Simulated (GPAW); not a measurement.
ScB2 (P6/mmm), B K edge of atom 2, with 3 B at 1.82 Å (trigonal planar, site symmetry -6m2). Method: GPAW, LDA, excited-electron core hole (neutral cell), 18-atom cell with 5.5 Å between holes, 7×7×5 k points, dipole transitions, Gaussian full width 0.9 eV up to 4 eV, rising linearly to 3.5 eV at 25 eV.

```xyz
3
Lattice="3.1500 0.0000 0.0000 -1.5750 2.7280 0.0000 0.0000 0.0000 3.5200" Properties=species:S:1:pos:R:3 pbc="T T T"
Sc    0.0000    0.0000    0.0000
B     1.5750    0.9093    1.7600
B     0.0000    1.8187    1.7600
```

Energy from the lowest empty level; a common scale on which the isotropic spectrum has a mean of 1 over the first 20 eV.

| E (eV) | curve 1 | curve 2 |
| --- | --- | --- |
| -2.0 | 0.00 | 0.00 |
| -1.5 | 0.00 | 0.00 |
| -1.0 | 0.00 | 0.00 |
| -0.5 | 0.02 | 0.05 |
| 0.0 | 0.09 | 0.22 |
| 0.5 | 0.15 | 0.37 |
| 1.0 | 0.14 | 0.32 |
| 1.5 | 0.21 | 0.42 |
| 2.0 | 0.45 | 0.87 |
| 2.5 | 0.73 | 1.26 |
| 3.0 | 0.92 | 1.05 |
| 3.5 | 0.98 | 0.79 |
| 4.0 | 1.14 | 0.91 |
| 4.5 | 1.12 | 1.20 |
| 5.0 | 0.85 | 1.94 |
| 5.5 | 0.67 | 3.22 |
| 6.0 | 0.72 | 3.57 |
| 6.5 | 0.95 | 2.77 |
| 7.0 | 1.22 | 1.67 |
| 7.5 | 1.57 | 0.93 |
| 8.0 | 2.00 | 0.63 |
| 8.5 | 2.36 | 0.52 |
| 9.0 | 2.50 | 0.48 |
| 9.5 | 2.37 | 0.50 |
| 10.0 | 2.00 | 0.57 |
| 10.5 | 1.59 | 0.63 |
| 11.0 | 1.38 | 0.70 |
| 11.5 | 1.34 | 0.79 |
| 12.0 | 1.32 | 0.89 |
| 12.5 | 1.27 | 0.97 |
| 13.0 | 1.18 | 1.00 |
| 13.5 | 1.10 | 0.96 |
| 14.0 | 1.07 | 0.86 |
| 14.5 | 1.11 | 0.73 |
| 15.0 | 1.19 | 0.62 |
| 15.5 | 1.24 | 0.54 |
| 16.0 | 1.21 | 0.47 |
| 16.5 | 1.08 | 0.41 |
| 17.0 | 0.88 | 0.35 |
| 17.5 | 0.66 | 0.29 |
| 18.0 | 0.45 | 0.25 |
| 18.5 | 0.30 | 0.26 |
| 19.0 | 0.20 | 0.30 |
| 19.5 | 0.16 | 0.39 |
| 20.0 | 0.14 | 0.50 |
| 20.5 | 0.14 | 0.62 |
| 21.0 | 0.15 | 0.71 |
| 21.5 | 0.18 | 0.77 |
| 22.0 | 0.21 | 0.79 |
| 22.5 | 0.26 | 0.78 |
| 23.0 | 0.32 | 0.76 |
| 23.5 | 0.39 | 0.74 |
| 24.0 | 0.46 | 0.73 |
| 24.5 | 0.53 | 0.73 |
| 25.0 | 0.59 | 0.75 |
| 25.5 | 0.65 | 0.77 |
| 26.0 | 0.70 | 0.78 |
| 26.5 | 0.73 | 0.79 |
| 27.0 | 0.74 | 0.80 |
| 27.5 | 0.73 | 0.80 |
| 28.0 | 0.71 | 0.81 |
| 28.5 | 0.68 | 0.81 |
| 29.0 | 0.64 | 0.79 |
| 29.5 | 0.60 | 0.76 |
| 30.0 | 0.55 | 0.71 |
| 30.5 | 0.49 | 0.65 |
| 31.0 | 0.43 | 0.59 |
| 31.5 | 0.38 | 0.53 |
| 32.0 | 0.34 | 0.47 |

**Question.** The curves are for the electric vector along different Cartesian axes of the cell as given, averaged over the symmetry-equivalent atoms. Which is which?

Curve 1: along x (⊥ c) (the other in-plane axis gives the same curve within 3 %), main maxima 4.2 eV (1.17), 9.0 eV (2.50) and 15.6 eV (1.24). Curve 2: along z (c), main maxima 2.6 eV (1.27), 5.9 eV (3.62) and 13.0 eV (1.00). A K edge sees empty p states on the absorber. Each direction probes the empty orbitals that point along it. The holes are only 5.5 Å apart, so the shape is probably not converged with cell size; no larger cell was run here. The structure is a published determination, not relaxed.

[Banner, clock and machine lines of the logs are left out without a mark of their own.]

[Logs are printed without paths, hosts, clocks, repeated set-up lines and the standing remarks that a program may print on its own settings, such as how far it seeks lower states.]

[Hosts, paths, dates, database ids (printed as entryN), source tags and the programs' standing remarks are cut or masked in the printed files.]

[Lists of maxima count a maximum above −3 eV only where it reaches 4 % of the highest in the window and stands out from its surroundings by 2 % of it (1.5 % where it reaches 55 %); shoulders and weaker maxima are passed over, and of the rest the first, up to two pre-edge ones and the few strongest are named.]
